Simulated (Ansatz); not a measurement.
# How many bands does the GW gap of Ga2AsP (zincblende [001] superlattice) need?

Aim: see how the G0W0 gap of Ga2AsP (zincblende [001] superlattice) on PBEsol moves with empty bands and screening cutoff, and what each rung costs.

Main program and level: Ansatz 0.2.0; G0W0 on PBEsol, plane waves, PAW; PAW set soft_1.

## Step 1: Set-up

The cell holds 12 atoms: 6 Ga, 3 As and 3 P. Its edges and angles: a = 3.926 Å, b = 3.926 Å, c = 16.616 Å, α = 90.0°, β = 90.0°, γ = 90.0°. It derives from GaAs. Regions: GaAs, 6 atoms (3 Ga and 3 As); GaP, 6 atoms (3 Ga and 3 P). The structure's axis is c.

The structure was relaxed with PBEsol. The runs that relaxed it are not among those shown.

## Step 2: 125 empty bands, screening to 36 eV

Now the one-shot GW correction: screening in the RPA, then the self-energy of the levels asked for. This step takes PAW set soft_1 files.

File input.yaml:

```yaml
crystal:
  lattice:
    - [3.9263224714, 0.0, 0.0]
    - [0.0, 3.9263224714, 0.0]
    - [0.0, 0.0, 16.615640584]
  atoms:
    - { symbol: Ga, position: [0.0, 0.0, 0.040071429] }
    - { symbol: As, position: [0.5, 0.0, 0.1265144175] }
    - { symbol: Ga, position: [0.5, 0.5, 0.2128309859] }
    - { symbol: As, position: [0.0, 0.5, 0.2992888568] }
    - { symbol: Ga, position: [0.0, 0.0, 0.3857467277] }
    - { symbol: As, position: [0.5, 0.0, 0.4720632962] }
    - { symbol: Ga, position: [0.5, 0.5, 0.5585062846] }
    - { symbol: P, position: [0.0, 0.5, 0.6387463484] }
    - { symbol: Ga, position: [0.0, 0.0, 0.7190849933] }
    - { symbol: P, position: [0.5, 0.0, 0.7992888568] }
    - { symbol: Ga, position: [0.5, 0.5, 0.8794927203] }
    - { symbol: P, position: [0.0, 0.5, 0.9598313652] }
kpoints:
  mp_grid: { grid: [4, 4, 2] }
hamiltonian:
  xc: pbesol
  pseudopotentials: { kind: paw, azcp: { folder: soft_1 }, xc_functional: pbe }
scf:
  occupations: { method: fixed }
gw:
  n_empty_bands: 125
  ecut_chi: 36
  qp_bands: [v4, c4]
  qp_kpoints: band_edges
  screening: { model: contour_deformation }
```

Launch:

```
$ ansatz run input.yaml --threads 8 --pin off --max-ram 17510MiB --backend cpu --events-out ev --progress --plain --runs-dir out
```

Numbers of over 12 decimals in the logs are rounded to 6 here.

The log of the run:

```text
Engine: ansatz 0.2.0, aarch64-unknown-linux-gnu
Pseudopotentials: kind: paw
Pseudopotential: Ga, paw, valence charge 13, recommended cutoff 420 eV (normal), soft_1/Ga.paw.azcp
Pseudopotential: As, paw, valence charge 15, recommended cutoff 420 eV (normal), soft_1/As.paw.azcp
Pseudopotential: P, paw, valence charge 5, recommended cutoff 420 eV (normal), soft_1/P.paw.azcp
Functional definition: PBEsol
  exchange = pbesol_x
  correlation = pbesol_c
Crystal: 12 atoms, lattice volume = 256.147 Å³
Basis set: ecut = 420 eV, 5071 PW (Γ)
Bands: 83, of which v1, the nominal top of the filled ones, is band 69 counted from 1 (68 counted from 0)
Symmetry: 8 space group operations
Space group: P-4m2 (ITA 115), of the structure as read, at distance tolerance 6.4e-5 Å
k-points: 12 of 32
Non-local potential: Ga, projectors of the file, l = 0: 2, l = 1: 2, l = 2: 3, l = 3: 1
Non-local potential: As, projectors of the file, l = 0: 2, l = 1: 2, l = 2: 3, l = 3: 1
Non-local potential: P, projectors of the file, l = 0: 2, l = 1: 2, l = 2: 1
PAW form: soft (Blöchl's): semilocal exchange-correlation on the pseudo side does not see the compensation charge
PAW frozen core: Ga, regenerated for the run's functional, and the local potential with it (the file was generated under x = pbe(κ = 0.804, μ = 0.219515), c = pbe(β = 0.066725))
PAW frozen core: As, regenerated for the run's functional, and the local potential with it (the file was generated under x = pbe(κ = 0.804, μ = 0.219515), c = pbe(β = 0.066725))
PAW frozen core: P, regenerated for the run's functional, and the local potential with it (the file was generated under x = pbe(κ = 0.804, μ = 0.219515), c = pbe(β = 0.066725))
PAW one-centre angular grid: Ga, 590 points (default); XC on 64 Gauss nodes
PAW one-centre angular grid: As, 590 points (default); XC on 64 Gauss nodes
PAW one-centre angular grid: P, 110 points (default); XC on 64 Gauss nodes
Initial density: superposition of atomic densities (chi_scale 0.1, normalization cell, long waves kept (reshape's long-wave potential 0.73 eV rms))
Initial wavefunctions: pseudopotential atomic-orbital guess
Functional: x = pbesol(κ = 0.804, μ = 0.123457), c = pbesol(β = 0.046)
SCF iter   1: F=—  HF=-39123.764568 eV  |F-HF|=—  |Δ(HF+E_count)|=         —  Δρ=4.53e-2  dr2=7.76e0  ethr=3.10e-3  ⟨swp⟩=5.0  Hψ=3246  notcnv=0  defer=125
preconditioner: auto → Resta (q_TF=auto, 2.461 Å⁻¹)  ε∞=3.9  [insulator: Δε(μ)=0.084 eV  Ē_g=14.069 eV  n_scr=68 (ndim 8)  ℏωp=24.1 eV  f_vac=0.000  ε∞_Penn≈3.9]
SCF iter   2: F=—  HF=-39122.651375 eV  |F-HF|=—  |Δ(HF+E_count)|=    1.11e0  Δρ=2.55e-2  dr2=1.23e0  ethr=3.10e-3  ⟨swp⟩=2.8  Hψ=1289  notcnv=0  defer=118
SCF iter   3: F=—  HF=-39122.440372 eV  |F-HF|=—  |Δ(HF+E_count)|=   2.11e-1  Δρ=1.16e-2  dr2=3.11e-1  ethr=8.91e-4  ⟨swp⟩=2.0  Hψ=1186  notcnv=0  defer=137
SCF iter   4: F=—  HF=-39122.384658 eV  |F-HF|=—  |Δ(HF+E_count)|=   5.57e-2  Δρ=2.08e-3  dr2=1.22e-2  ethr=2.25e-4  ⟨swp⟩=3.4  Hψ=1778  notcnv=0  defer=140
SCF iter   5: F=—  HF=-39122.383855 eV  |F-HF|=—  |Δ(HF+E_count)|=   8.02e-4  Δρ=1.18e-3  dr2=3.31e-3  ethr=8.85e-6  ⟨swp⟩=2.9  Hψ=1780  notcnv=0  defer=143
SCF iter   6: F=—  HF=-39122.384075 eV  |F-HF|=—  |Δ(HF+E_count)|=   2.19e-4  Δρ=4.46e-4  dr2=5.64e-4  ethr=2.40e-6  ⟨swp⟩=2.0  Hψ=1575  notcnv=0  defer=144
SCF iter   7: F=—  HF=-39122.384382 eV  |F-HF|=—  |Δ(HF+E_count)|=   3.07e-4  Δρ=1.22e-4  dr2=6.20e-5  ethr=4.09e-7  ⟨swp⟩=2.0  Hψ=1745  notcnv=0  defer=144
SCF iter   8: F=—  HF=-39122.384417 eV  |F-HF|=—  |Δ(HF+E_count)|=   3.48e-5  Δρ=4.16e-5  dr2=3.49e-6  ethr=4.49e-8  ⟨swp⟩=2.0  Hψ=1824  notcnv=0  defer=140
SCF iter   9: F=—  HF=-39122.384427 eV  |F-HF|=—  |Δ(HF+E_count)|=   9.81e-6  Δρ=1.10e-5  dr2=2.54e-7  ethr=2.53e-9  ⟨swp⟩=2.0  Hψ=1532  notcnv=0  defer=140
SCF iter  10: F=—  HF=-39122.384427 eV  |F-HF|=—  |Δ(HF+E_count)|=   2.15e-7  Δρ=4.95e-6  dr2=4.60e-8  ethr=7.25e-11  ⟨swp⟩=13.4  Hψ=4940  notcnv=0
SCF iter  11: F=-39122.384427 eV  HF=-39122.384427 eV  |F-HF|=1.56e-9  |Δ(HF+E_count)|=   3.86e-8  Δρ=1.36e-6  dr2=6.49e-9  ethr=3.33e-11  ⟨swp⟩=3.2  Hψ=2754  notcnv=0
SCF 1 converged in 11 iterations: F = -39122.384427 eV  dr2 = 6.49e-9
  greatest PAW one-centre occupation: 0.999 electrons in one spin orbital (limit 2), on the As atom at site 3 (counted from 0), in its partial waves of l = 2
NSCF: frozen V_eff on 12 k-points
G₀W₀ screening: q 1/12
[... further progress lines ...]
SCF converged after 11 iterations
Free energy (F): -39122.384427 eV
Harris-Foulkes:  -39122.384427 eV  (|F-HF|=1.56e-9)
Internal energy: -39122.384427 eV  (E = F + TS)
E sigma→0 (E₀):  -39122.384427 eV
Fermi energy:    7.517964 eV
--- Per-component energies (eV) ---
  E_band       = -1150.122790
  E_kinetic    = 1172.654952
  E_local      = -18780.460316  (includes V_loc(G=0)·N_el)
  E_nonlocal   = -1629.207296
  E_hartree    = 10819.107746
  E_xc         = -804.089337
  E_vxc        = -741.709485  (∫ρ·V_xc dr)
  E_paw        = -19257.807284  (= ΣΔE_a)
  E_vpaw       = -2809.607959  (= ΣTr[D̂ρ^β])
  E_aug_tail   = -0.001211  (compensation charges beyond the density's cutoff)
  E_ewald      = -10650.797134
  E_core_change = 8.215454  (= ΣΔE_core)
  E_smearing   = -0.000000  (= −TS)
  E_closure    = 0.000000  (closes the sum)
  Σ components = -39122.384427   (vs F -39122.384427, Δ=0.00e0)
--- Band table (eV; the first three rows and the last of 12) ---
  k-point 0: bands = [... 65 lower, 6.4895, 7.4538, 7.5180, 7.5180, 8.5375, 8.7469, 8.7581, 9.0340, ... 10 higher]
  k-point 1: bands = [... 65 lower, 6.9858, 6.9858, 7.3135, 7.3135, 8.6941, 8.7403, 9.2753, 9.3840, ... 10 higher]
  k-point 2: bands = [... 65 lower, 6.6039, 6.6471, 6.6522, 7.2793, 9.2338, 9.2535, 9.3004, 9.8444, ... 10 higher]
  k-point 11: bands = [... 65 lower, 4.5368, 4.5560, 4.5678, 4.5926, 9.3581, 9.3591, 9.4879, 9.5056, ... 10 higher]
--- G₀W₀: contour deformation, 6 samples at zero and on the imaginary axis and 1 off it, 32 q-points, 125 empty bands' worth ---
  eigenvalues of the whole cell's RPA ε∞ on this k-mesh (on a slab, of 1 + 4πα/V) = 15.5154, 20.6787, 20.6787; static W/v taken at q = 0 is 0.044486
  bands read: the sum over 194 bands ends inside a degenerate multiplet in 1 slot, whose members it reads at an even weight; the widest, k=1: bands 194 to 195 (counted from 1) at 1/2 each
  gw.qp_kpoints: band_edges: 9 of 12 stored k-points solved, in 2 passes; an edge of the gap read off the rows below is read off those points alone
    valence top: of the k-points left out ik 7 came nearest to being solved in a further pass, in band 69 (counted from 1, as in the quasiparticle table): it holds the edge there only if its correction is more favourable than any solved in that band by at least 1.244 eV; those differ by 0.191 eV
    conduction bottom: of the k-points left out ik 9 came nearest to being solved in a further pass, in band 70 (counted from 1, as in the quasiparticle table): it holds the edge there only if its correction is more favourable than any solved in that band by at least 0.842 eV; those differ by 0.720 eV
    ik  band        ε_KS         Σx   Σc(E_QP)       V_xc       Z   E_QP_lin       E_QP  E_QP is
     0    66      6.4895   -16.2949     2.1066   -14.3104  0.7639     6.6113     6.6116  root
     0    67      7.4538   -16.6309     1.4708   -15.3989  0.7766     7.6919     7.6926  root
     0    68      7.5180   -17.0063     1.8171   -15.3966  0.7749     7.7248     7.7254  root
     0    69      7.5180   -17.0063     1.8171   -15.3966  0.7749     7.7248     7.7254  root
     0    70      8.5375   -11.5329    -3.0299   -15.7113  0.7856     9.6710     9.6861  root
     0    71      8.7469    -7.6094    -3.4704   -11.7113  0.7814     9.3879     9.3785  root
     0    72      8.7581    -6.9403    -3.4807   -10.9088  0.7861     9.2508     9.2459  root
     0    73      9.0340    -7.3725    -3.4824   -11.4264  0.7847     9.6127     9.6053  root
     1    66      6.9858   -16.7286     1.9554   -14.9252  0.7677     7.1375     7.1379  root
     1    67      6.9858   -16.7286     1.9554   -14.9252  0.7677     7.1375     7.1379  root
     1    68      7.3135   -16.6520     1.8348   -15.0156  0.7742     7.5114     7.5120  root
     1    69      7.3135   -16.6520     1.8348   -15.0156  0.7742     7.5114     7.5120  root
     1    70      8.6941    -7.5515    -3.4478   -11.5993  0.7828     9.3023     9.2941  root
     1    71      8.7403    -7.0095    -3.4649   -10.9702  0.7860     9.2412     9.2361  root
     1    72      9.2753    -7.4256    -3.5810   -11.6511  0.7800     9.9304     9.9198  root
     1    73      9.3840   -10.0114    -3.2089   -14.0638  0.7785    10.2512    10.2275  root
     2    66      6.6039   -16.4588     2.1167   -14.4838  0.7658     6.7452     6.7455  root
     2    67      6.6471   -16.2010     1.7699   -14.6180  0.7701     6.8335     6.8340  root
     2    68      6.6522   -16.2049     1.7707   -14.6210  0.7701     6.8384     6.8389  root
     2    69      7.2793   -16.8669     1.9225   -15.1466  0.7731     7.4809     7.4815  root
     2    70      9.2338    -9.5255    -3.2965   -13.6892  0.7814    10.1275    10.1010  root
     2    71      9.2535    -9.4355    -3.3067   -13.6031  0.7818    10.1400    10.1144  root
     2    72      9.3004    -7.7904    -3.5498   -11.9925  0.7809     9.9635     9.9528  root
     2    73      9.8444    -8.1635    -3.5938   -12.4770  0.7784    10.5791    10.5641  root
[...]
11    66      4.5368   -15.5966     2.6237   -12.9758  0.7377     4.5396     4.5396  root
    11    67      4.5560   -15.4120     2.5816   -12.8401  0.7398     4.5657     4.5657  root
    11    68      4.5678   -15.3476     2.5512   -12.8108  0.7404     4.5822     4.5822  root
    11    69      4.5926   -15.3301     2.5071   -12.8398  0.7429     4.6093     4.6093  root
    11    70      9.3581    -7.2625    -3.4409   -11.1871  0.7860     9.8469     9.8417  root
    11    71      9.3591    -7.2608    -3.4095   -11.1422  0.7870     9.8358     9.8311  root
    11    72      9.4879    -7.1327    -3.4458   -11.0253  0.7871     9.9388     9.9346  root
    11    73      9.5056    -7.1071    -3.4903   -11.0535  0.7855     9.9663     9.9617  root
```

Elapsed: 67 s, on 8 threads of Arm Neoverse V2, shared host; peak memory 2.5 GiB; 8.4 min of CPU time.

This step gave:

| Property | Result |
| --- | --- |
| bands summed | 194 |
| RPA ε∞ on this mesh (eigenvalues) | 15.52, 20.68, 20.68 |
| plane waves in the screening matrix | 113 |
| q-points in the mesh | 32 |
| G0W0 gap on the mesh | 1.507 eV |
| k of the valence top | 0, 0, 0 |
| k of the conduction bottom | -0.5, -0.5, 0 |
| starting gap on the mesh | 1.020 eV |
| Z at the valence top | 0.7749 |
| Z at the conduction bottom | 0.7911 |
| least direct G0W0 gap on the computed points | 1.520 eV |

The gap on the mesh goes from 1.02 eV to 1.51 eV, a correction of +0.49 eV, though a band edge has moved to another state.

## Step 3: 496 empty bands, screening to 90 eV

Bands and screening cutoff are moved together, since each hides the error of the other.

Edit input.yaml of step 2 so:

```diff
@@ -26,4 +26,4 @@
 gw:
-  n_empty_bands: 125
-  ecut_chi: 36
+  n_empty_bands: 496
+  ecut_chi: 90.0
   qp_bands: [v4, c4]
```

The log of the run:

```text
[...]
Crystal: 12 atoms, lattice volume = 256.147 Å³
Basis set: ecut = 420 eV, 5071 PW (Γ)
Bands: 83, of which v1, the nominal top of the filled ones, is band 69 counted from 1 (68 counted from 0)
Symmetry: 8 space group operations
[...]
k-points: 12 of 32
[...]
SCF iter   1: F=—  HF=-39123.764568 eV  |F-HF|=—  |Δ(HF+E_count)|=         —  Δρ=4.53e-2  dr2=7.76e0  ethr=3.10e-3  ⟨swp⟩=5.0  Hψ=3246  notcnv=0  defer=125
[...]
SCF iter  11: F=-39122.384427 eV  HF=-39122.384427 eV  |F-HF|=1.56e-9  |Δ(HF+E_count)|=   3.86e-8  Δρ=1.36e-6  dr2=6.49e-9  ethr=3.33e-11  ⟨swp⟩=3.2  Hψ=2754  notcnv=0
SCF 1 converged in 11 iterations: F = -39122.384427 eV  dr2 = 6.49e-9
[...]
NSCF: frozen V_eff on 12 k-points
G₀W₀ screening: q 1/12
[... further progress lines ...]
SCF converged after 11 iterations
Free energy (F): -39122.384427 eV
[...]
Internal energy: -39122.384427 eV  (E = F + TS)
E sigma→0 (E₀):  -39122.384427 eV
Fermi energy:    7.517964 eV
[...]
--- Band table (eV; the first three rows and the last of 12) ---
  k-point 0: bands = [... 65 lower, 6.4895, 7.4538, 7.5180, 7.5180, 8.5375, 8.7469, 8.7581, 9.0340, ... 10 higher]
  k-point 1: bands = [... 65 lower, 6.9858, 6.9858, 7.3135, 7.3135, 8.6941, 8.7403, 9.2753, 9.3840, ... 10 higher]
  k-point 2: bands = [... 65 lower, 6.6039, 6.6471, 6.6522, 7.2793, 9.2338, 9.2535, 9.3004, 9.8444, ... 10 higher]
  k-point 11: bands = [... 65 lower, 4.5368, 4.5560, 4.5678, 4.5926, 9.3581, 9.3591, 9.4879, 9.5056, ... 10 higher]
[...]
0    66      6.4895   -16.2949     1.6019   -14.3104  0.7575     6.1038     6.1069  root
     0    67      7.4538   -16.6309     0.9223   -15.3989  0.7677     7.1427     7.1442  root
     0    68      7.5180   -17.0063     1.2651   -15.3966  0.7667     7.1714     7.1735  root
     0    69      7.5180   -17.0063     1.2651   -15.3966  0.7667     7.1714     7.1735  root
     0    70      8.5375   -11.5329    -3.6207   -15.7113  0.7783     9.1010     9.0952  root
     0    71      8.7469    -7.6094    -3.8439   -11.7113  0.7773     9.0062     9.0050  root
     0    72      8.7581    -6.9403    -3.8014   -10.9088  0.7830     8.9257     8.9252  root
     0    73      9.0340    -7.3725    -3.8385   -11.4264  0.7816     9.2501     9.2493  root
[...]
11    70      9.3581    -7.2625    -3.7729   -11.1871  0.7829     9.5102     9.5098  root
    11    71      9.3591    -7.2608    -3.7384   -11.1422  0.7846     9.5025     9.5021  root
    11    72      9.4879    -7.1327    -3.7673   -11.0253  0.7846     9.6134     9.6131  root
    11    73      9.5056    -7.1071    -3.8134   -11.0535  0.7822     9.6390     9.6387  root
```

Elapsed: 6.9 min, on 8 threads; peak memory 8.7 GiB; 52 min of CPU time.

This step gave:

- bands summed: 565
- RPA ε∞ on this mesh (eigenvalues): 14.97, 19.81, 19.81
- plane waves in the screening matrix: 485
- q-points in the mesh: 32
- G0W0 gap on the mesh: 1.736 eV
- k of the valence top: 0, 0, 0
- k of the conduction bottom: 0, 0, -0.5
- starting gap on the mesh: 1.020 eV
- Z at the valence top: 0.7667
- Z at the conduction bottom: 0.7828
- least direct G0W0 gap on the computed points: 1.752 eV

Against the run with 4×4×2 mesh, 125 empty bands, screening to 36 eV, PAW set soft_1 files, the gap moves by +0.23 eV.

## Step 4: Convergence and cost

Times are wall times on 8 threads of Arm Neoverse V2, shared host, good to a factor of about two.

```
 mesh           files            frequency  bands summed  cutoff (eV)  start (eV)  G0W0 (eV)     time  host memory (GiB)
4×4×2  PAW set soft_1  contour deformation           194           36       1.020      1.507     67 s                2.5
4×4×2  PAW set soft_1  contour deformation           565           90       1.020      1.736  6.9 min                8.7
```

The parts of the quasiparticle energy at the two band edges (eV; QP = start + Σx + Σc − Vxc):

```
      run               edge  start      Σx     Σc     Vxc     Z    QP
194 bands        valence top   7.52  -17.01   1.82  -15.40  0.77  7.73
194 bands  conduction bottom   8.80   -7.03  -3.34  -10.79  0.79  9.23
565 bands        valence top   7.52  -17.01   1.27  -15.40  0.77  7.17
565 bands  conduction bottom   8.74   -7.01  -3.79  -10.97  0.78  8.91
```

 Where G0W0 reorders the edges (194 bands and 565 bands), the two states listed lie further apart at the start than the starting gap.

## Step 5: What came out

```json
{
  "194 bands, 36 eV": "1.507 eV",
  "565 bands, 90 eV": "1.736 eV",
  "mesh and start": "4×4×2, PBEsol"
}
```

What this shows: From 194 to 565 bands the gap moves by +0.23 eV while the time grows 6.1-fold. The states at the edges change along the series or lie close to crossing, so no limit is drawn from it. The 4×4×2 mesh is coarse for this cell (its supercell is 16 Å along the shortest edge). The RPA ε∞ on it, from the PBEsol start, is 14.97 and 19.81; such meshes misread the long-range screening, most where the gap is narrow. The many-body steps are scalar-relativistic: spin-orbit coupling is not in them.

[Paths, hosts, dates, memory and timing lines, banners, echoed tables and standing remarks are left out of the program output.]

[Logs are printed without paths, hosts, clocks, repeated set-up lines and the standing remarks that a program may print on its own settings, such as how far it seeks lower states.]

[Runs of the session that timed out or met a known fault of the program may be left out.]

[Cells called generated may have been cut or substituted from an entry of the Crystallography Open Database or the Materials Project.]

[Hosts, paths, dates, database ids (printed as entryN), source tags and the programs' standing remarks are cut or masked in the printed files.]
